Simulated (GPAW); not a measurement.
A computed C K-edge spectrum of one site in a crystal of C, Ti and Zr, with its zero at a photon energy of about 278.1 eV (raw 284.8 eV, less 6.7 eV of added terms; LDA puts this hole about 3 eV below PBE, itself good to a few eV). Method: GPAW, LDA, excited-electron core hole (neutral cell) in a small cell, dipole transitions, broadening that rises with energy.

Energy from the lowest empty level; intensity scaled to a mean of 1 over the first 20 eV:

| E (eV) | intensity |
| --- | --- |
| -2.0 | 0.00 |
| -1.5 | 0.00 |
| -1.0 | 0.00 |
| -0.5 | 0.07 |
| 0.0 | 0.37 |
| 0.5 | 0.69 |
| 1.0 | 0.82 |
| 1.5 | 0.99 |
| 2.0 | 1.25 |
| 2.5 | 1.57 |
| 3.0 | 1.77 |
| 3.5 | 1.72 |
| 4.0 | 1.92 |
| 4.5 | 1.64 |
| 5.0 | 1.17 |
| 5.5 | 1.04 |
| 6.0 | 0.86 |
| 6.5 | 0.55 |
| 7.0 | 0.42 |
| 7.5 | 0.57 |
| 8.0 | 0.82 |
| 8.5 | 0.97 |
| 9.0 | 1.02 |
| 9.5 | 0.98 |
| 10.0 | 0.94 |
| 10.5 | 0.92 |
| 11.0 | 0.92 |
| 11.5 | 1.04 |
| 12.0 | 1.29 |
| 12.5 | 1.56 |
| 13.0 | 1.70 |
| 13.5 | 1.65 |
| 14.0 | 1.47 |
| 14.5 | 1.24 |
| 15.0 | 1.02 |
| 15.5 | 0.83 |
| 16.0 | 0.67 |
| 16.5 | 0.56 |
| 17.0 | 0.50 |
| 17.5 | 0.49 |
| 18.0 | 0.49 |
| 18.5 | 0.48 |
| 19.0 | 0.46 |
| 19.5 | 0.43 |
| 20.0 | 0.40 |
| 20.5 | 0.36 |
| 21.0 | 0.34 |
| 21.5 | 0.31 |
| 22.0 | 0.29 |
| 22.5 | 0.28 |
| 23.0 | 0.27 |
| 23.5 | 0.27 |
| 24.0 | 0.29 |
| 24.5 | 0.33 |
| 25.0 | 0.40 |
| 25.5 | 0.49 |
| 26.0 | 0.59 |
| 26.5 | 0.70 |
| 27.0 | 0.79 |
| 27.5 | 0.87 |
| 28.0 | 0.92 |
| 28.5 | 0.95 |
| 29.0 | 0.96 |
| 29.5 | 0.96 |

**Question.** Which coordination does this site have?

A K edge sees empty p states; the first features are C p mixed into the empty d states of the Ti and Zr neighbours, and the broad ones above probably into the cations' higher empty bands. It is atom 2 of rock-salt (TiC)1-x(ZrC)x, x = 0.25, with 2 Ti at 2.16 Å, 2 Ti at 2.21 Å and 2 Zr at 2.26 Å (distorted octahedral). Its main maxima below 24 eV lie at 3.0 eV (1.77), 4.1 eV (1.92), 9.0 eV (1.02) and 13.1 eV (1.71). A near-edge spectrum doesn't fix the structure by itself; it is matched against candidates. The holes are only 6.3 Å apart, so the shape is probably not converged with cell size; no larger cell was run here.

[Hosts, paths, dates, database ids (printed as entryN), source tags and the programs' standing remarks are cut or masked in the printed files.]

[Lists of maxima count a maximum above −3 eV only where it reaches 4 % of the highest in the window and stands out from its surroundings by 2 % of it (1.5 % where it reaches 55 %); shoulders and weaker maxima are passed over, and of the rest the first, up to two pre-edge ones and the few strongest are named.]
